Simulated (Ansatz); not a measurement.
# Photoemission of Si(111) with CH3 on 75 % of the top atoms and H on the rest, part 3 of 3

What would XPS and angle-resolved spectra of Si(111) with CH3 on 75 % of the top atoms and H on the rest look like?

Ansatz 0.2.0; DFT, PBE, plane-wave PAW, default files, scalar-relativistic.

So far: Starting point; Relaxing the atoms; Bands by layer.

### 3. Bands by layer (continued)

From the valence-band maximum. The planar mean, electrostatic potential by z:

z (Å), planar mean, electrostatic potential (eV) and a bar from the least value:
```
      0.0        4.3 #############################
      0.5        4.4 ##############################
      1.0        4.6 ##############################
      1.5        4.7 ##############################
      2.0        4.7 ##############################
      2.5        4.7 ##############################
      3.0        4.7 ##############################
      3.5        4.7 ##############################
      4.0        4.7 ##############################
      4.5        4.7 ##############################
      5.0        4.7 ##############################
      5.5        4.6 ##############################
      6.0        4.5 ##############################
      6.5        4.0 #############################
      7.0        2.1 #########################
      7.5        1.8 #########################
      8.0       -4.0 ##############
      8.5       -9.8 ###
      9.0      -11.0 
      9.5       -6.8 ########
     10.0        0.0 #####################
     10.5        2.0 #########################
     11.0       -1.9 ##################
     11.5       -8.5 #####
     12.0      -11.2 
     12.5       -8.5 #####
     13.0       -2.0 #################
     13.5        2.0 #########################
     14.0        0.1 #####################
     14.5       -6.7 #########
     15.0      -10.8 #
     15.5       -9.8 ###
     16.0       -4.4 #############
     16.5        1.4 ########################
     17.0        0.8 #######################
     17.5       -2.7 ################
     18.0       -2.0 #################
     18.5        3.0 ###########################
     19.0        3.8 ############################
     19.5        4.0 #############################
     20.0        4.0 #############################
     20.5        4.0 #############################
     21.0        4.0 #############################
     21.5        4.0 #############################
     22.0        4.0 #############################
     22.5        4.0 #############################
     23.0        4.0 #############################
     23.5        4.0 #############################
     24.0        4.1 #############################
     24.5        4.3 #############################
```

Shapes are the site's partial DOS without matrix elements, which overweights lines from ligand s bands. The intensity by emission energy less the core level's binding energy, zero at the valence-band maximum; read off at these points; 7 of 9 lines; values in % of the unpolarised maximum:

```tsv
emission energy less the core level's binding energy (eV)	C K	C K, E along x	C K, E along y	C K, E along z	Si K-beta	Si K-beta, E along x	Si K-beta, E along y
-15.00	0.199	0.205	0.205	0.188	0.730	0.639	0.639
-14.50	0.233	0.239	0.239	0.221	0.945	0.767	0.767
-14.00	0.292	0.300	0.300	0.276	1.35	0.969	0.969
-13.50	0.385	0.394	0.394	0.365	1.93	1.26	1.26
-13.00	0.448	0.446	0.446	0.453	2.26	1.53	1.53
-12.50	0.469	0.439	0.439	0.527	2.26	1.82	1.82
-12.00	0.554	0.469	0.469	0.724	2.65	2.46	2.46
-11.50	0.772	0.549	0.549	1.22	3.89	3.85	3.85
-11.00	1.18	0.675	0.675	2.18	6.09	6.22	6.22
-10.50	1.79	0.866	0.866	3.62	8.95	9.31	9.31
-10.00	2.63	1.16	1.16	5.56	12.0	12.7	12.7
-9.50	3.66	1.61	1.61	7.76	14.8	16.0	16.0
-9.00	4.74	2.27	2.27	9.70	16.0	17.4	17.4
-8.50	5.77	3.25	3.25	10.8	15.4	17.0	17.0
-8.00	7.88	5.56	5.56	12.5	15.0	16.6	16.6
-7.50	14.2	13.4	13.4	15.7	17.3	18.5	18.5
-7.00	31.2	37.1	37.1	19.4	23.7	23.6	23.6
-6.50	60.6	79.4	79.4	23.1	29.3	27.6	27.6
-6.00	89.9	122	122	24.9	28.6	27.0	27.0
-5.63	100.0	135	135	30.8	26.8	25.0	25.0
-5.50	97.9	130	130	33.2	26.3	24.3	24.3
-5.00	60.6	74.6	74.6	32.6	26.9	24.4	24.4
-4.50	25.8	22.8	22.8	31.9	37.8	34.7	34.7
-4.00	27.9	9.38	9.38	64.8	59.8	54.7	54.7
-3.63	34.2	7.10	7.10	88.5	73.6	68.7	68.7
-3.50	33.9	6.61	6.61	88.4	77.3	72.9	72.9
-3.00	24.5	5.06	5.06	63.4	89.2	86.4	86.4
-2.50	15.5	3.81	3.80	38.9	97.3	98.5	98.5
-2.00	9.55	3.15	3.15	22.3	99.7	102	102
-1.50	7.94	2.36	2.36	19.1	88.3	89.4	89.4
-1.00	4.64	1.44	1.44	11.0	61.5	67.2	67.2
-0.50	1.57	0.885	0.885	2.93	35.9	44.0	44.0
0.00	0.763	0.598	0.598	1.09	18.8	23.9	23.9
0.50	0.539	0.445	0.445	0.727	8.73	10.6	10.6
1.00	0.428	0.366	0.366	0.550	4.66	5.27	5.27
```

Window up to 4.6 eV. Shell moments, by row:

```tsv
element	shell	occupied states an atom	centre of occupied part (eV)	rms width of occupied part (eV)	centre up to the window's top (eV)	rms width up to the window's top (eV)
C	2s	1.089	-12.66	2.039	-9.792	6.415
C	2p	3.624	-5.341	1.479	-4.871	2.446
H	1s	0.8915	-6.665	3.408	-4.814	5.001
Si	3s	1.168	-7.963	2.371	-5.026	5.288
Si	3p	2.749	-3.709	2.564	-1.308	3.96
```

Broadened DOS, unweighted empty DOS against E, zero at the valence-band maximum; read off at these points:

```tsv
E (eV)	broadened DOS, unweighted empty DOS (states/eV/cell)
-0.93	0
-0.83	0
-0.63	0
-0.53	0
-0.43	0
-0.23	0
-0.13	3.5e-5
-0.03	1.8e-4
0.17	0.00329
0.27	0.0115
0.37	0.0352
0.57	0.226
0.67	0.473
0.77	0.875
0.97	2.08
1.07	2.72
1.17	3.24
1.37	4.09
1.47	4.79
1.57	5.93
1.67	7.51
1.87	11.0
1.97	12.4
2.07	13.2
2.27	14.2
2.37	14.7
2.47	15.5
2.67	17.5
2.77	18.4
2.87	19.1
3.07	20.1
3.17	20.6
3.27	21.1
3.47	22.0
3.57	21.9
3.67	21.7
3.87	22.4
3.97	24.1
```

Recipe: projected DOS times atomic cross section and asymmetry factor (unpolarised light, 45° from the beam), occupied states only, Fermi edge at 20 K, a Lorentzian width of 0.1 eV growing by 0.05 eV per eV of binding energy, and a resolution of 0.6 eV. Each atom is damped by exp[−depth/(λ cos θ)], θ = 30° from the normal, λ from the universal curve. Curves are cut 10 eV under the photon energy, above any shell that the free atom's threshold puts out of reach, or at the lower edge of the window: 11.2 eV at 21.2 eV, 15.4 eV at 150 eV, 15.4 eV at 1486.7 eV, 15.4 eV at 8047.8 eV and 15.4 eV at 9251.7 eV. Matrix elements of the solid and inelastic losses aren't modelled, nor non-dipole terms, which matter above 3 keV.

How the area divides among the shells (%):

```tsv
shell	21.2 eV	150 eV	1486.7 eV	8047.8 eV	9251.7 eV
C 2s	0.2	13.6	6.0	3.2	3.1
C 2p	59.4	14.3	0.8	0.1	0.1
H 1s	25.8	2.5	0.2	0.1	0.1
Si 3s	3.3	22.4	64.0	87.5	88.6
Si 3p	11.3	47.2	29.1	9.1	8.2
```

Cross sections used, in Mb an electron:

```tsv
shell	21.2 eV	150 eV	1486.7 eV	8047.8 eV	9251.7 eV
C 2s	0.58	0.084	3.1e-4	2.0e-6	1.3e-6
C 2p	2.7	0.024	9.8e-6	1.2e-8	6.5e-9
H 1s	1.9	0.0055	3.0e-6	9.6e-9	6.0e-9
Si 3s	0.13	0.041	5.3e-4	7.1e-6	4.8e-6
Si 3p	0.15	0.034	8.8e-5	2.4e-7	1.4e-7
```

Regions along c: top from 15.1 to 21.9 Å, middle from 9.7 to 15.1 Å, bottom from 3.0 to 9.6 Å.

The largest force component on a free atom is 0.013 eV/Å, so the atoms are at rest for these settings too.

### 4. Core holes

XPS shifts tell sites apart. Each chosen atom gets a core hole in a self-consistent pass of its own.

input.yaml reads:

```yaml
crystal:
  lattice:
    - [7.6791796437, 0.0, 0.0]
    - [3.8395898218, 6.6503646517, 0.0]
    - [0.0, 0.0, 24.6937769138]
  atoms:
    - { symbol: H, position: [0.114219307, 0.0317774158, 0.7238225885] }
    - { symbol: H, position: [0.8521529836, 0.1175565807, 0.723673375] }
    - { symbol: H, position: [0.0297373885, 0.8552869282, 0.7241245538] }
    - { symbol: H, position: [0.6152659851, 0.0295077474, 0.7241112864] }
    - { symbol: H, position: [0.3542518927, 0.1141756444, 0.7238466526] }
    - { symbol: H, position: [0.5304006074, 0.8520696117, 0.7236620122] }
    - { symbol: H, position: [0.1176881357, 0.5303540056, 0.7236526783] }
    - { symbol: H, position: [0.8554057965, 0.6151118829, 0.7241325905] }
    - { symbol: H, position: [0.0318406704, 0.3541214621, 0.7238352181] }
    - { symbol: C, position: [-0.0013922847, 0.0012596513, 0.7080983086] }
    - { symbol: C, position: [0.5003138316, -0.0014841651, 0.7080983082] }
    - { symbol: C_h, position: [0.001343836, 0.5002294329, 0.7080985223] }
    - { symbol: H, position: [0.5000300652, 0.5000026114, 0.6892191435] }
    - { symbol: Si_h, position: [-0.0010366194, 0.0003725673, 0.6306612859] }
    - { symbol: Si, position: [0.50073846, -0.0010642721, 0.6306607157] }
    - { symbol: Si, position: [0.0003974205, 0.5007170173, 0.6306614158] }
    - { symbol: Si_h, position: [0.5000260168, 0.5000070875, 0.6279871701] }
    - { symbol: Si_h, position: [0.8355307779, 0.3330182272, 0.5978685118] }
    - { symbol: Si, position: [0.3330359454, 0.3314937749, 0.5978649205] }
    - { symbol: Si, position: [0.83336266, 0.8333428252, 0.5978197237] }
    - { symbol: Si, position: [0.3315193357, 0.8355101411, 0.5978654887] }
    - { symbol: Si, position: [0.8336470477, 0.3333896424, 0.5022528867] }
    - { symbol: Si, position: [0.3334085588, 0.3329797789, 0.5022499269] }
    - { symbol: Si, position: [0.8333541223, 0.833331837, 0.5022435849] }
    - { symbol: Si, position: [0.3330009652, 0.8336295722, 0.5022506534] }
    - { symbol: Si_h, position: [0.166681858, 0.1666666847, 0.469846966] }
    - { symbol: Si, position: [0.6668201979, 0.1666830191, 0.4699680978] }
    - { symbol: Si, position: [0.1667026045, 0.6665132756, 0.46996788] }
    - { symbol: Si, position: [0.6665316006, 0.6668010554, 0.4699681012] }
    - { symbol: Si, position: [0.166666667, 0.166666667, 0.374335324] }
    - { symbol: Si, position: [0.666666667, 0.166666667, 0.374335324] }
    - { symbol: Si, position: [0.166666667, 0.666666667, 0.374335324] }
    - { symbol: Si, position: [0.666666667, 0.666666667, 0.374335324] }
    - { symbol: Si, position: [0.0, 0.0, 0.342596438] }
    - { symbol: Si, position: [0.5, 0.0, 0.342596438] }
    - { symbol: Si, position: [0.0, 0.5, 0.342596438] }
    - { symbol: Si, position: [0.5, 0.5, 0.342596438] }
    - { symbol: H, position: [0.0, 0.0, 0.28347223] }
    - { symbol: H, position: [0.5, 0.0, 0.28347223] }
    - { symbol: H, position: [0.0, 0.5, 0.28347223] }
    - { symbol: H, position: [0.5, 0.5, 0.28347223] }
kpoints:
  mp_grid: { grid: [3, 3, 1] }
scf:
  occupations: { method: fermi_dirac, width: 0.02 }
  n_extra_bands: 28
hamiltonian:
  xc: pbe
  pseudopotentials: { kind: paw }
output:
  forces: true
  write_potential: true
  volumetric_format: []
  core_levels:
    shells: { C_h: "1s", Si_h: "2p" }
    counted_from: conduction_bottom
    add_spin: false
efield:
  axis: 3
  dipole_correction: true
```

On the command line:

```console
$ ansatz run input.yaml --threads 4 --pin off --max-ram 11264MiB --backend cpu --events-out ev --progress --plain --runs-dir out
```

Numbers of over 12 decimals in the logs are rounded to 6 here.

The log of the run:

```text
[...]
Crystal: 41 atoms, lattice volume = 1261.095 Å³
Basis set: ecut = 420 eV, 24641 PW (Γ), exchange–correlation on 108×108×360 points (8 copies of the dense FFT grid, shifted against one another)
Bands: 89, of which v1, the nominal top of the filled ones, is band 61 counted from 1 (60 counted from 0)
Symmetry: 1 space group operations
[...]
k-points: 5 of 9 (time reversal used)
[...]
SCF iter   1: F=—  HF=-16236.170335 eV  |F-HF|=—  |Δ(HF+E_count)|=         —  Δρ=2.36e-3  dr2=7.23e-1  ethr=1.77e-3  p=0.174 e·Å  D=2.49e-2 V/Å  ΔV_dip=-0.62 eV  dr2_dipole=7.42e-4  V_vac-E_F(+/−)=3.10/3.71 eV  ⟨swp⟩=10.8  Hψ=2926  notcnv=0  defer=38
[...]
SCF iter   9: F=-16236.070074 eV  HF=-16236.070074 eV  |F-HF|=1.83e-9  |Δ(HF+E_count)|=   6.36e-8  Δρ=5.91e-7  dr2=7.00e-9  ethr=8.20e-11  p=0.188 e·Å  D=2.70e-2 V/Å  ΔV_dip=-0.67 eV  dr2_dipole=1.94e-11  V_vac-E_F(+/−)=3.45/4.12 eV  ⟨swp⟩=24.2  Hψ=4788  notcnv=0
SCF 1 converged in 9 iterations: F = -16236.070074 eV  dr2 = 7.00e-9
[...]
── core hole 1/5: 1s of C_h 11 ──
── 1s of C_h 11: 284.401 eV over the cell without the hole, in 14 iterations ──
── core hole 2/5: 2p of Si_h 13 ──
── 2p of Si_h 13: 100.167 eV over the cell without the hole, in 15 iterations ──
── core hole 3/5: 2p of Si_h 16 ──
── 2p of Si_h 16: 100.129 eV over the cell without the hole, in 14 iterations ──
── core hole 4/5: 2p of Si_h 17 ──
── 2p of Si_h 17: 99.912 eV over the cell without the hole, in 14 iterations ──
── core hole 5/5: 2p of Si_h 25 ──
── 2p of Si_h 25: 99.922 eV over the cell without the hole, in 14 iterations ──
SCF converged after 9 iterations
Free energy (F): -16236.070074 eV
[...]
Internal energy: -16236.070074 eV  (E = F + TS)
E sigma→0 (E₀):  -16236.070074 eV
Fermi energy:    0.630541 eV
Dipole field:    D = 0.027040 V/Å  (p = 0.188446 e·Å, saw-weighted, corrected)
Work function:   Φ+ = 3.4518 eV   Φ− = 4.1195 eV
[...]
--- Forces (eV/Å), atoms counted from 1 ---
  atom   1  H       -0.00317420    -0.00217453     0.00568171
  atom   2  H        0.00338408     0.00047643     0.00332413
  atom   3  H       -0.00055389     0.00097931     0.00334772
  atom   4  H       -0.00050088    -0.00078135     0.00336420
  atom   5  H        0.00349542    -0.00178474     0.00555258
  atom   6  H       -0.00210455     0.00290043     0.00345084
  atom   7  H       -0.00118025    -0.00313140     0.00344538
  atom   8  H        0.00094518     0.00004791     0.00328948
  atom   9  H       -0.00026466     0.00408829     0.00567231
  atom  10  C        0.00306232     0.00379680    -0.01262189
  atom  11  C       -0.00551404     0.00048259    -0.01273375
  atom  12  C_h      0.00137886    -0.00515140    -0.01269436
  atom  13  H       -0.00009577     0.00004624    -0.00537159
  atom  14  Si_h    -0.00169377    -0.00174728     0.00627684
  atom  15  Si       0.00259378    -0.00045303     0.00640279
  atom  16  Si      -0.00066317     0.00240678     0.00630269
  atom  17  Si_h     0.00002385    -0.00003172     0.00994126
  atom  18  Si_h     0.00092598    -0.00111130     0.00033372
  atom  19  Si      -0.00134245    -0.00026699     0.00019956
  atom  20  Si       0.00004399    -0.00006887     0.00439829
  atom  21  Si       0.00036892     0.00127542     0.00042954
  atom  22  Si      -0.00019642     0.00009588     0.00008464
  atom  23  Si       0.00016660     0.00022330     0.00028548
  atom  24  Si       0.00002278     0.00008334    -0.00011236
  atom  25  Si       0.00014274    -0.00020908     0.00018456
  atom  26  Si_h    -0.00002702     0.00004882    -0.00509340
  atom  27  Si       0.00040881     0.00008506    -0.00597473
  atom  28  Si      -0.00014216    -0.00039645    -0.00599640
  atom  29  Si      -0.00023399     0.00024112    -0.00597024
  atom  30  Si       0.00011458     0.00001603    -0.09211305
  atom  31  Si       0.00308048     0.00177250    -0.06929146
  atom  32  Si       0.00029551    -0.00331796    -0.06933858
  atom  33  Si      -0.00274664     0.00156512    -0.06929234
  atom  34  Si      -0.00060361     0.00085575     0.85053852
  atom  35  Si      -0.00051717    -0.00090747     0.85060724
  atom  36  Si       0.00095546     0.00004595     0.85056740
  atom  37  Si      -0.00006485    -0.00000111     0.84905220
  atom  38  H        0.00000032    -0.00089807    -0.77649640
  atom  39  H        0.00084932     0.00040974    -0.77648775
  atom  40  H       -0.00069444     0.00049300    -0.77649211
  atom  41  H        0.00005488     0.00000135    -0.77663784
  max |Σ_I F_I| component: 1.48e-5 eV/Å
--- Band table (eV; the first three rows and the last of 5) ---
  k-point 0: bands = [... 57 lower, -0.3432, -0.3432, 0.0862, 0.0862, 1.1718, 1.1925, 1.1925, 1.7360, ... 24 higher]
  k-point 1: bands = [... 57 lower, -1.1886, -0.9476, -0.8349, -0.3117, 1.3369, 1.9420, 2.0747, 2.0972, ... 24 higher]
  k-point 2: bands = [... 57 lower, -1.1887, -0.9476, -0.8349, -0.3117, 1.3370, 1.9420, 2.0747, 2.0971, ... 24 higher]
  k-point 4: bands = [... 57 lower, -1.7784, -1.1295, -1.1165, -1.0843, 2.4348, 2.5694, 2.6532, 2.6865, ... 24 higher]
--- Core levels from the conduction bottom, as differences alone (as output.core_levels.counted_from types it; a hole's nearest image at 7.7 Å) ---
  the holes have no spin, as output.core_levels.add_spin types it
  atom         alike  shell      binding/eV   shift/eV difference/eV images/eV   SCF
  C_h 11           1     1s               –     +0.000       284.401         –    14
  Si_h 13          1     2p               –     +0.000       100.167         –    15
  Si_h 16          1     2p               –     -0.039       100.129         –    14
  Si_h 17          1     2p               –     -0.256        99.912         –    14
  Si_h 25          1     2p               –     -0.246        99.922         –    14
  the dataset of C_h with a 1s hole: scattering error 0.003 eV (0.001 eV in the local channel); free atom: scalar-relativistic, large and small components
  the dataset of Si_h with a 2p hole: scattering error 0.000 eV (0.000 eV in the local channel); free atom: scalar-relativistic, large and small components
  the two lines of Si_h's 2p: 2p1/2 +0.408 eV and 2p3/2 -0.204 eV off its levels, 1 : 2 in strength
```

It took 4.2 min on 4 threads of Arm Neoverse V1, shared host; peak memory 2.5 GiB.

Levels are total-energy differences with one electron taken from the core. The electron stays in the lowest empty state, so these are excitation energies, not binding energies. The hole's nearest image is 7.7 Å away, and the holes carry no spin, so absolute levels are rough.

```tsv
atom	region	shell	level (eV)	shift (eV)	j lines (eV)	doubts
C12	adsorbate	1s	284.40	-	-	-
Si14	layer 1	2p	100.17	+0.25	100.58 / 99.96	-
Si17	layer 1	2p	100.13	+0.21	100.54 / 99.92	-
Si18	layer 2	2p	99.91	-0.01	100.32 / 99.71	-
Si26	middle	2p	99.92	+0.00	100.33 / 99.72	-
```

Levels of p, d and f shells are means over their two j lines, weighted by degeneracy; the splitting comes from the atom's own solve. Shifts count from the last listed atom of each element. With the electron kept in the cell, its attraction to the hole differs by site and enters these shifts.

The Si 2p lines of the listed atoms alone (other atoms of the cell aren't counted), as Gaussians 0.8 eV wide, no depth weighting. Intensity against Si 2p level; read off at these points:

```tsv
Si 2p level (eV)	intensity (%)
98.30	0.00857
98.40	0.0281
98.50	0.0849
98.60	0.236
98.70	0.604
98.80	1.42
98.90	3.07
99.00	6.12
99.10	11.3
99.20	19.2
99.30	30.1
99.40	43.8
99.50	59.2
99.60	74.4
99.70	87.3
99.80	96.1
99.90	99.8
99.92	100.0
100.00	98.8
100.10	93.8
100.20	86.4
100.30	77.7
100.40	68.2
100.50	58.4
100.60	48.4
100.70	38.3
100.80	28.8
100.90	20.4
101.00	13.5
101.10	8.32
101.20	4.76
101.30	2.52
101.40	1.23
101.50	0.555
101.60	0.230
101.70	0.0880
101.80	0.0309
101.90	0.0100
102.00	0.00298
```

### 5. Outcome

```yaml
ionisation_potential: 4.00 eV (upper face; lower face 4.66 eV)
electron_affinity_kohn_sham: 2.91 eV (slab's lowest empty level against the upper vacuum)
si_core_shifts_among_the_listed_atoms_from_the_last_listed_one: -0.01 to +0.25 eV
```

In words: The valence top of Si(111) with CH3 on 75 % of the top atoms and H on the rest lies 4.00 eV (upper face; lower face 4.66 eV) below the vacuum and the lowest empty level 2.91 eV below the vacuum of the upper face. Only the strongest levels a point were stored, too few to count surface states. The upper face's value lies 0.67 eV below that of the hydrogen-covered lower face; the difference is the dipole step of the groups. Core shifts: Si -0.01 to +0.25 eV. Among the sites run, the most bound Si 2p level is that of Si14 (layer 1), bonded to 3 Si and 1 C; the least bound, 0.26 eV shallower, that of Si18 (layer 2), bonded to 4 Si. That is the order that electronegative neighbours give as a rule, though screening of the hole enters too. These are excitation energies with the electron kept in the cell, so its attraction to the hole, which differs by site, enters the order. At 21.2 eV the valence spectrum has its highest listed peaks within 10.8 eV at 3.6 eV (C 2p) and 5.6 eV (C 2p). At 1486.7 eV the valence spectrum has its highest listed peaks within 13 eV at 1.9 eV (Si 3p), 3.5 eV (Si 3p), 6.5 eV (Si 3s) and 9.3 eV (Si 3s). The shell named is the one with most of the intensity, cross sections included, not always the one with most states there. In the main run, from 1486.7 eV towards hard X-rays the Si 3s share grows by 25 points, as its cross section falls more slowly with photon energy than those of the shells it gains on. The spectra rest on a 3×3×1 mesh, so closely spaced maxima can be ripples of the mesh. The slab's own atoms span 7.1 Å, so bulk bands appear as a few quantum-well levels, and states of the two faces can mix. The affinity uses the Kohn–Sham gap, which is too small, so the true affinity is lower and the true ionisation potential usually higher.

[Logs are printed without paths, hosts, clocks, repeated set-up lines and the standing remarks that a program may print on its own settings, such as how far it seeks lower states.]

[Hosts, paths, dates, database ids (printed as entryN), source tags and the programs' standing remarks are cut or masked in the printed files.]

[Maps of the electrostatic potential energy from Ansatz leave out the sawtooth potential of an applied field or a dipole correction, so their vacuum need not be flat; work functions include it.]
